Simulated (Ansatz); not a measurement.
# Decaying states in the gap of Al3GaAs4, part 2 of 2

A new crystal, Al3GaAs4: structure, gap and complex bands. It is built by putting As for N in the Al3GaN4 structure of space group P-43m, with the volume rescaled by atomic radii. The parent structure comes from the Materials Project.

Ansatz 0.2.0; r2SCAN DFT, plane waves, PAW files (the session's first sound run).

So far, gap on the k-mesh (eV): step 3 (the bulk crystal and its band edges) 1.52.

The structure was built from a prototype and need not be the compound's stable phase.

## Step 4: Complex bands, plane (001), k-mesh 4×4×4

This step: r2SCAN DFT, plane waves, PAW files; complex bands by layer matching along the plane's normal (Ansatz 0.2.0).

The same crystal is laid in a cell whose first two vectors span the (001) plane (indices of the standard conventional cell, whose axes can be ordered otherwise than in the bulk input). At fixed energy and wavevector in the plane the solver finds all kz, real and complex. A few wavevectors are listed, (0, 0), (-0.5, -0.5) and (0.5, 0) in units of the plane's reciprocal vectors; the slowest state needn't be among them.

The input, input.yaml:

```yaml
crystal:
  lattice:
    - [5.675800946, 0.0, 0.0]
    - [0.0, 5.675800946, 0.0]
    - [0.0, 0.0, 5.675800946]
  atoms:
    - { symbol: Al, position: [0.5, 0.5, 0.0] }
    - { symbol: Al, position: [0.5, 0.0, 0.5] }
    - { symbol: Al, position: [0.0, 0.5, 0.5] }
    - { symbol: Ga, position: [0.0, 0.0, 0.0] }
    - { symbol: As, position: [0.7495935536, 0.7495935536, 0.2504064464] }
    - { symbol: As, position: [0.7495935536, 0.2504064464, 0.7495935536] }
    - { symbol: As, position: [0.2504064464, 0.7495935536, 0.7495935536] }
    - { symbol: As, position: [0.2504064464, 0.2504064464, 0.2504064464] }
kpoints:
  mp_grid: { grid: [4, 4, 4] }
scf:
  occupations: { method: fixed }
hamiltonian:
  xc: r2scan
output:
  eigenvalues: true
  transmission:
    leads: [[0, 0]]
    kpoints: [[0.0, 0.0], [-0.5, -0.5], [0.5, 0.0]]
    e_range: [-1.0, 2.52]
    de: 0.09
```

Command:

```sh
$ ansatz run input.yaml --threads 2 --pin off --max-ram 4096MiB --backend cpu --events-out ev --progress --plain --runs-dir out
```

Numbers of over 12 decimals in the logs are rounded to 6 here.

Output:

```text
[...]
Crystal: 8 atoms, lattice volume = 182.844 Å³
Basis set: ecut = 500 eV, 4697 PW (Γ), exchange–correlation on 180×180×180 points (64 copies of the dense FFT grid, shifted against one another)
Bands: 50, of which v1, the nominal top of the filled ones, is band 41 counted from 1 (40 counted from 0)
Symmetry: 24 space group operations
[...]
k-points: 10 of 64 (time reversal used)
[...]
SCF iter   1: F=—  HF=-24874.389313 eV  |F-HF|=—  |Δ(HF+E_count)|=         —  Δρ=4.80e-3  dr2=3.90e-2  dr2_τ=3.08e-2  ethr=1.77e-3  ⟨swp⟩=4.7  Hψ=1648  notcnv=0  defer=58
[...]
SCF iter   8: F=-24874.459335 eV  HF=-24874.459335 eV  |F-HF|=8.51e-10  |Δ(HF+E_count)|=   8.65e-8  Δρ=1.61e-6  dr2=7.23e-9  dr2_τ=8.54e-11  ethr=1.22e-10  ⟨swp⟩=10.6  Hψ=2041  notcnv=0
SCF 1 converged in 8 iterations: F = -24874.459335 eV  dr2 = 7.23e-9
[...]
transmission: 8 of 24 steps passed
transmission: 16 of 24 steps passed
transmission: 24 of 24 steps passed
SCF converged after 8 iterations
Free energy (F): -24874.459335 eV
[...]
Internal energy: -24874.459335 eV  (E = F + TS)
E sigma→0 (E₀):  -24874.459335 eV
Fermi energy:    6.484401 eV
[...]
--- Band table (eV; the first three rows and the last of 10) ---
  k-point 0: bands = [... 37 lower, 4.1491, 6.4844, 6.4844, 6.4844, 8.1817, 8.3138, 8.3138, 8.3138, ... 5 higher]
  k-point 1: bands = [... 37 lower, 4.3787, 5.0615, 5.9526, 5.9526, 8.5140, 9.2527, 9.3833, 9.3833, ... 5 higher]
  k-point 2: bands = [... 37 lower, 4.9885, 4.9885, 5.0979, 5.0979, 9.1716, 9.3970, 10.4452, 10.6128, ... 5 higher]
  k-point 9: bands = [... 37 lower, 5.5648, 5.6242, 5.6242, 5.6242, 8.0034, 9.0738, 9.0738, 9.0738, ... 5 higher]
--- Transmission ---
  basis      : 341 plane waves across, 8 finite elements along
  points     : 3, as listed
  energies   : 40 from -1.000000 to 2.510000 eV about the Fermi level, 0.090000 eV apart; the leads are filled to 0.759497 eV, and channels, transmission and decay are at 0.800000 eV
  crystal 0  : As4Al3Ga1, at the sites [0, 0], period 5.6758 Å: whole cells are its period
    offset         : up to 0.0000 Å between an atom of the period and one for which it stands
    channels       : 0.000000e0 a spin
    conductance    : none, the energies end too early or step too widely for 300 K: set another output.transmission.e_range or a lower de, or, where they end at an eighth of basis.ecutwfc, a higher one
    slowest decay  : 0.1201 /Å at (0.0000, 0.0000)
```

Wall time 64 s (2 threads of Intel Xeon Platinum 8488C (Sapphire Rapids), shared host); peak memory 1.5 GiB.

This step gave:

```yaml
free_energy: -24874.4593 eV
fermi_energy: 6.484 eV
level_to_which_the_leads_are_filled: 0.7595 eV from the Fermi level
decay_constant_at_the_filling_level_zone_centre: 0.1201 Å⁻¹
decay_constant_at_the_filling_level_slowest_listed_point: 0.1201 Å⁻¹
```

K parallel (0, 0); values up to 1.5 1/Å, a degenerate pair printed once or twice; energies at which all values exceed this have no row. The Im kz of the slowest decaying states by energy, zero at the highest filled level on the SCF mesh:

| energy (eV) | decay 1 (Å⁻¹) | decay 2 (Å⁻¹) | decay 3 (Å⁻¹) | decay 4 (Å⁻¹) |
| --- | --- | --- | --- | --- |
| -1.00 | 0.274 | 0.295 | 0.301 | 0.722 |
| -0.82 | 0.280 | 0.298 | 0.309 | 0.702 |
| -0.64 | 0.283 | 0.298 | 0.315 | 0.681 |
| -0.46 | 0.285 | 0.297 | 0.318 | 0.659 |
| -0.28 | 0.284 | 0.293 | 0.320 | 0.636 |
| -0.10 | 0.282 | 0.287 | 0.320 | 0.612 |
| -0.01 | 0.281 | 0.283 | 0.319 | 0.600 |
| 0.08 | 0.0485 | 0.0960 | 0.279 | 0.279 |
| 0.26 | 0.0830 | 0.168 | 0.268 | 0.273 |
| 0.44 | 0.102 | 0.215 | 0.253 | 0.267 |
| 0.62 | 0.114 | 0.243 | 0.258 | 0.306 |
| 0.80 | 0.120 | 0.247 | 0.249 | 0.299 |
| 0.89 | 0.121 | 0.234 | 0.243 | 0.260 |
| 1.07 | 0.120 | 0.209 | 0.231 | 0.281 |
| 1.25 | 0.114 | 0.184 | 0.217 | 0.275 |
| 1.43 | 0.0993 | 0.155 | 0.202 | 0.262 |
| 1.61 | 0.0673 | 0.116 | 0.191 | 0.248 |
| 1.79 | 0.0497 | 0.0560 | 0.165 | 0.231 |
| 1.97 | 0.146 | 0.212 | 0.318 | 0.339 |
| 2.15 | 0.123 | 0.189 | 0.293 | 0.318 |
| 2.33 | 0.0927 | 0.161 | 0.242 | 0.316 |
| 2.51 | 0.0400 | 0.126 | 0.181 | 0.312 |

K parallel (0, 0). Re kz of states that move upwards against energy, zero at the highest filled level on the SCF mesh:

| energy (eV) | channel 1 (Å⁻¹) | channel 2 (Å⁻¹) | channel 3 (Å⁻¹) | channel 4 (Å⁻¹) |
| --- | --- | --- | --- | --- |
| -1.00 | -0.418 | -0.418 | -0.216 | - |
| -0.82 | -0.364 | -0.364 | -0.189 | - |
| -0.64 | -0.310 | -0.310 | -0.161 | - |
| -0.46 | -0.254 | -0.254 | -0.132 | - |
| -0.28 | -0.191 | -0.191 | -0.0989 | - |
| -0.10 | -0.111 | -0.111 | -0.0566 | - |
| -0.01 | -0.0343 | -0.0343 | -0.0174 | - |
| 0.08 | - | - | - | - |
| 0.26 | - | - | - | - |
| 0.44 | - | - | - | - |
| 0.62 | - | - | - | - |
| 0.80 | - | - | - | - |
| 0.89 | - | - | - | - |
| 1.07 | - | - | - | - |
| 1.25 | - | - | - | - |
| 1.43 | - | - | - | - |
| 1.61 | - | - | - | - |
| 1.79 | 0.114 | - | - | - |
| 1.97 | 0.0914 | 0.0951 | 0.0951 | 0.245 |
| 2.15 | 0.140 | 0.145 | 0.145 | 0.333 |
| 2.33 | 0.181 | 0.183 | 0.183 | 0.406 |
| 2.51 | 0.216 | 0.216 | 0.220 | 0.471 |

K parallel (-0.5, -0.5); values up to 1.5 1/Å, a degenerate pair printed once or twice; energies at which all values exceed this have no row. The Im kz of the slowest decaying states by energy, zero at the highest filled level on the SCF mesh:

| energy (eV) | decay 1 (Å⁻¹) | decay 2 (Å⁻¹) | decay 3 (Å⁻¹) | decay 4 (Å⁻¹) |
| --- | --- | --- | --- | --- |
| -1.00 | 0.206 | 0.308 | 1.07 | 1.08 |
| -0.82 | 0.0401 | 0.0686 | 0.0721 | 0.270 |
| -0.73 | 0.0705 | 0.098 | 0.101 | 0.373 |
| -0.55 | 0.104 | 0.133 | 0.136 | 0.473 |
| -0.46 | 0.115 | 0.146 | 0.149 | 0.503 |
| -0.28 | 0.132 | 0.166 | 0.170 | 0.544 |
| -0.19 | 0.138 | 0.174 | 0.178 | 0.559 |
| -0.01 | 0.147 | 0.188 | 0.192 | 0.581 |
| 0.08 | 0.150 | 0.193 | 0.197 | 0.589 |
| 0.26 | 0.153 | 0.202 | 0.206 | 0.601 |
| 0.44 | 0.153 | 0.208 | 0.212 | 0.609 |
| 0.53 | 0.151 | 0.210 | 0.214 | 0.611 |
| 0.71 | 0.145 | 0.213 | 0.217 | 0.614 |
| 0.80 | 0.141 | 0.213 | 0.217 | 0.614 |
| 0.98 | 0.129 | 0.212 | 0.217 | 0.613 |
| 1.07 | 0.121 | 0.211 | 0.215 | 0.612 |
| 1.25 | 0.0980 | 0.207 | 0.211 | 0.608 |
| 1.43 | 0.0589 | 0.201 | 0.205 | 0.603 |
| 1.52 | 0.197 | 0.201 | 0.599 | 0.627 |
| 1.70 | 0.186 | 0.190 | 0.592 | 0.618 |
| 1.79 | 0.180 | 0.184 | 0.587 | 0.613 |
| 1.97 | 0.164 | 0.168 | 0.577 | 0.602 |
| 2.06 | 0.154 | 0.158 | 0.572 | 0.596 |
| 2.24 | 0.130 | 0.133 | 0.560 | 0.583 |
| 2.33 | 0.114 | 0.117 | 0.554 | 0.576 |
| 2.51 | 0.0649 | 0.0668 | 0.540 | 0.561 |

K parallel (0.5, 0); values up to 1.5 1/Å, a degenerate pair printed once or twice; energies at which all values exceed this have no row. Im kz of the slowest decaying states against energy, zero at the highest filled level on the SCF mesh:

| energy (eV) | decay 1 (Å⁻¹) | decay 2 (Å⁻¹) | decay 3 (Å⁻¹) | decay 4 (Å⁻¹) |
| --- | --- | --- | --- | --- |
| -1.00 | 0.0227 | 0.176 | 0.195 | 0.722 |
| -0.82 | 0.0701 | 0.109 | 0.205 | 0.220 |
| -0.73 | 0.126 | 0.151 | 0.217 | 0.229 |
| -0.55 | 0.188 | 0.206 | 0.236 | 0.245 |
| -0.46 | 0.210 | 0.226 | 0.244 | 0.252 |
| -0.28 | 0.244 | 0.256 | 0.259 | 0.262 |
| -0.19 | 0.258 | 0.261 | 0.266 | 0.272 |
| -0.01 | 0.269 | 0.272 | 0.281 | 0.293 |
| 0.08 | 0.272 | 0.274 | 0.290 | 0.302 |
| 0.26 | 0.276 | 0.276 | 0.305 | 0.317 |
| 0.44 | 0.276 | 0.278 | 0.316 | 0.328 |
| 0.53 | 0.276 | 0.279 | 0.320 | 0.332 |
| 0.71 | 0.273 | 0.278 | 0.326 | 0.338 |
| 0.80 | 0.271 | 0.277 | 0.328 | 0.340 |
| 0.98 | 0.266 | 0.273 | 0.327 | 0.334 |
| 1.07 | 0.262 | 0.270 | 0.323 | 0.339 |
| 1.25 | 0.254 | 0.264 | 0.321 | 0.338 |
| 1.43 | 0.244 | 0.256 | 0.326 | 0.340 |
| 1.52 | 0.237 | 0.251 | 0.324 | 0.338 |
| 1.70 | 0.223 | 0.240 | 0.317 | 0.332 |
| 1.79 | 0.215 | 0.233 | 0.313 | 0.329 |
| 1.97 | 0.197 | 0.218 | 0.303 | 0.321 |
| 2.06 | 0.186 | 0.209 | 0.298 | 0.316 |
| 2.24 | 0.160 | 0.189 | 0.284 | 0.305 |
| 2.33 | 0.144 | 0.178 | 0.277 | 0.298 |
| 2.51 | 0.104 | 0.150 | 0.259 | 0.284 |

At the listed wavevectors the last open channel is at -0.01 eV and the next at +1.52 eV on the grid. At +0.80 eV, the grid energy nearest the filling level (the middle of the gap on the SCF mesh), the slowest state at the listed wavevectors decays with κ = 0.120 Å⁻¹, its amplitude falling by e over 8.3 Å. Through 1 nm of this crystal that state's transmission falls by exp(−2 × 0.120 Å⁻¹ × 10 Å) = 0.091.

## Step 5: Decaying states in the gap, plane (110), k-mesh 6×6×6

The same for the (110) plane, at (0, 0) and (-0.5, 0), to see how the decay depends on direction.

The input, input.yaml:

```yaml
crystal:
  lattice:
    - [5.675800946, 0.0, 0.0]
    - [0.0, 8.026794675, 0.0]
    - [0.0, 4.013397338, 4.013397338]
  atoms:
    - { symbol: Al, position: [0.0, 0.5, 0.0] }
    - { symbol: Al, position: [0.5, 0.0, 0.5] }
    - { symbol: Al, position: [0.5, 0.5, 0.5] }
    - { symbol: Ga, position: [0.0, 0.0, 0.0] }
    - { symbol: As, position: [0.2504064464, 0.2504064464, 0.4991871072] }
    - { symbol: As, position: [0.7495935536, 0.7495935536, 0.0] }
    - { symbol: As, position: [0.7495935536, 0.2504064464, 0.0] }
    - { symbol: As, position: [0.2504064464, 0.7495935536, 0.5008128928] }
kpoints:
  mp_grid: { grid: [6, 6, 6] }
scf:
  occupations: { method: fixed }
hamiltonian:
  xc: r2scan
output:
  eigenvalues: true
  transmission:
    leads: [[0, 0]]
    kpoints: [[0.0, 0.0], [-0.5, 0.0]]
    e_range: [-1.0, 2.52]
    de: 0.09
```

Output:

```text
[...]
Crystal: 8 atoms, lattice volume = 182.844 Å³
Basis set: ecut = 500 eV, 4697 PW (Γ), exchange–correlation on 180×240×180 points (64 copies of the dense FFT grid, shifted against one another)
Bands: 50, of which v1, the nominal top of the filled ones, is band 41 counted from 1 (40 counted from 0)
Symmetry: 24 space group operations
[...]
k-points: 20 of 216 (time reversal used)
[...]
SCF iter   1: F=—  HF=-24874.397087 eV  |F-HF|=—  |Δ(HF+E_count)|=         —  Δρ=4.77e-3  dr2=3.84e-2  dr2_τ=3.07e-2  ethr=1.77e-3  ⟨swp⟩=4.8  Hψ=3288  notcnv=0  defer=120
[...]
SCF iter   8: F=-24874.466714 eV  HF=-24874.466714 eV  |F-HF|=8.69e-10  |Δ(HF+E_count)|=   8.73e-8  Δρ=1.63e-6  dr2=7.37e-9  dr2_τ=8.92e-11  ethr=1.22e-10  ⟨swp⟩=10.9  Hψ=4118  notcnv=0
SCF 1 converged in 8 iterations: F = -24874.466714 eV  dr2 = 7.37e-9
[...]
transmission: 6 of 12 steps passed
transmission: 12 of 12 steps passed
SCF converged after 8 iterations
Free energy (F): -24874.466714 eV
[...]
Internal energy: -24874.466714 eV  (E = F + TS)
E sigma→0 (E₀):  -24874.466714 eV
Fermi energy:    6.483392 eV
[...]
--- Band table (eV; the first three rows and the last of 20) ---
  k-point 0: bands = [... 37 lower, 4.1482, 6.4834, 6.4834, 6.4834, 8.1811, 8.3135, 8.3135, 8.3135, ... 5 higher]
  k-point 1: bands = [... 37 lower, 4.3237, 4.9460, 5.9404, 6.4118, 8.6332, 8.9317, 8.9570, 9.3636, ... 5 higher]
  k-point 2: bands = [... 37 lower, 4.7238, 4.7344, 4.8235, 6.0995, 9.3322, 10.1842, 10.5419, 10.6177, ... 5 higher]
  k-point 19: bands = [... 37 lower, 5.5638, 5.6233, 5.6233, 5.6233, 8.0028, 9.0732, 9.0732, 9.0732, ... 5 higher]
--- Transmission ---
  basis      : 477 plane waves across, 6 finite elements along
  points     : 2, as listed
[...]
crystal 0  : Al3Ga1As4, at the sites [0, 0], period 4.0134 Å: whole cells are its period
[...]
channels       : 0.000000e0 a spin
[...]
slowest decay  : 0.1109 /Å at (0.0000, 0.0000)
```

It took 1.9 min on 2 threads; peak memory 2.3 GiB; 3.8 min of CPU time.

This step gave:

* free energy: -24874.4667 eV
* Fermi energy: 6.483 eV
* level to which the leads are filled: 0.7597 eV from the Fermi level
* decay constant at the filling level, zone centre: 0.1109 Å⁻¹
* decay constant at the filling level, slowest listed point: 0.1109 Å⁻¹

K parallel (0, 0); values up to 1.5 1/Å, a degenerate pair printed once or twice; energies at which all values exceed this have no row. The Im kz of the slowest decaying states by energy, zero at the highest filled level on the SCF mesh:

| energy (eV) | decay 1 (Å⁻¹) | decay 2 (Å⁻¹) | decay 3 (Å⁻¹) | decay 4 (Å⁻¹) |
| --- | --- | --- | --- | --- |
| -1.00 | 0.0320 | 0.203 | 0.380 | 0.397 |
| -0.73 | 0.110 | 0.121 | 0.209 | 0.382 |
| -0.46 | 0.152 | 0.161 | 0.211 | 0.379 |
| -0.28 | 0.170 | 0.179 | 0.211 | 0.374 |
| -0.01 | 0.190 | 0.198 | 0.207 | 0.347 |
| 0.26 | 0.0752 | 0.183 | 0.190 | 0.203 |
| 0.53 | 0.0993 | 0.200 | 0.211 | 0.220 |
| 0.80 | 0.111 | 0.184 | 0.216 | 0.225 |
| 0.98 | 0.113 | 0.173 | 0.217 | 0.227 |
| 1.25 | 0.108 | 0.154 | 0.216 | 0.226 |
| 1.52 | 0.0842 | 0.130 | 0.159 | 0.174 |
| 1.79 | 0.0468 | 0.0631 | 0.174 | 0.206 |
| 1.97 | 0.147 | 0.200 | 0.213 | 0.259 |
| 2.24 | 0.108 | 0.188 | 0.203 | 0.215 |
| 2.51 | 0.0400 | 0.145 | 0.153 | 0.172 |

K parallel (0, 0). Table of Re kz of states that move upwards by energy, zero at the highest filled level on the SCF mesh:

| energy (eV) | channel 1 (Å⁻¹) | channel 2 (Å⁻¹) | channel 3 (Å⁻¹) | channel 4 (Å⁻¹) |
| --- | --- | --- | --- | --- |
| -1.00 | -0.366 | -0.192 | 0.740 | 0.758 |
| -0.73 | -0.684 | -0.307 | -0.157 | - |
| -0.46 | -0.562 | -0.239 | -0.118 | - |
| -0.28 | -0.459 | -0.184 | -0.0887 | - |
| -0.01 | -0.106 | -0.0343 | -0.0157 | - |
| 0.26 | - | - | - | - |
| 0.53 | - | - | - | - |
| 0.80 | - | - | - | - |
| 0.98 | - | - | - | - |
| 1.25 | - | - | - | - |
| 1.52 | - | - | - | - |
| 1.79 | 0.0979 | - | - | - |
| 1.97 | 0.0794 | 0.107 | 0.119 | 0.188 |
| 2.24 | 0.141 | 0.206 | 0.206 | 0.297 |
| 2.51 | 0.193 | 0.269 | 0.275 | 0.401 |

K parallel (-0.5, 0); values up to 1.5 1/Å, a degenerate pair printed once or twice; energies at which all values exceed this have no row. Table of Im kz of the slowest decaying states by energy, zero at the highest filled level on the SCF mesh:

| energy (eV) | decay 1 (Å⁻¹) | decay 2 (Å⁻¹) | decay 3 (Å⁻¹) | decay 4 (Å⁻¹) |
| --- | --- | --- | --- | --- |
| -1.00 | 0.194 | 0.210 | 0.893 | 0.909 |
| -0.82 | 0.0376 | 0.0705 | 0.0913 | 0.104 |
| -0.64 | 0.0822 | 0.105 | 0.200 | 0.219 |
| -0.46 | 0.105 | 0.128 | 0.237 | 0.239 |
| -0.28 | 0.120 | 0.144 | 0.243 | 0.244 |
| -0.10 | 0.131 | 0.156 | 0.246 | 0.248 |
| -0.01 | 0.134 | 0.161 | 0.247 | 0.250 |
| 0.08 | 0.137 | 0.166 | 0.247 | 0.251 |
| 0.26 | 0.141 | 0.173 | 0.247 | 0.252 |
| 0.44 | 0.141 | 0.177 | 0.245 | 0.252 |
| 0.62 | 0.139 | 0.180 | 0.243 | 0.250 |
| 0.80 | 0.133 | 0.181 | 0.239 | 0.248 |
| 0.89 | 0.129 | 0.180 | 0.237 | 0.246 |
| 1.07 | 0.116 | 0.178 | 0.231 | 0.241 |
| 1.25 | 0.0955 | 0.175 | 0.224 | 0.235 |
| 1.43 | 0.0585 | 0.169 | 0.215 | 0.228 |
| 1.61 | 0.162 | 0.205 | 0.220 | 0.224 |
| 1.79 | 0.152 | 0.193 | 0.204 | 0.210 |
| 1.97 | 0.138 | 0.178 | 0.181 | 0.197 |
| 2.15 | 0.121 | 0.154 | 0.160 | 0.183 |
| 2.33 | 0.0960 | 0.120 | 0.135 | 0.154 |
| 2.51 | 0.0551 | 0.0674 | 0.0877 | 0.0999 |

At the listed wavevectors the last open channel is at -0.01 eV and the next at +1.52 eV on the grid. At +0.80 eV, the grid energy nearest the filling level (the middle of the gap on the SCF mesh), the slowest state at the listed wavevectors decays with κ = 0.111 Å⁻¹, its amplitude falling by e over 9.0 Å; the first such run, plane (001), gave 0.120 Å⁻¹.

## Step 6: What came out

| Quantity | Value |
| --- | --- |
| band gap | 1.52 eV |
| least decay constant at mid-gap, normal to (001) | 0.120 Å⁻¹ |
| least decay constant at mid-gap, normal to (110) | 0.111 Å⁻¹ |

**Reading.** With r2SCAN, the slowest decay at the wavevectors tried is κ = 0.111 Å⁻¹, normal to (110). Through such a film the transmission near mid-gap falls as exp(−2κd), a factor of ten every 10 Å. The directions tried decay at nearly the same rate. A free electron under a barrier of half the gap would need a mass of 0.062 mₑ to decay at this rate. The compound is made up by substitution; its stability against other phases and against distortions of the cell's symmetry was not tested. r2SCAN still narrows gaps, if less than LDA and GGA do, so real decay constants are likely larger.

[Logs are printed without paths, hosts, clocks, repeated set-up lines and the standing remarks that a program may print on its own settings, such as how far it seeks lower states.]

[Hosts, paths, dates, database ids (printed as entryN), source tags and the programs' standing remarks are cut or masked in the printed files.]
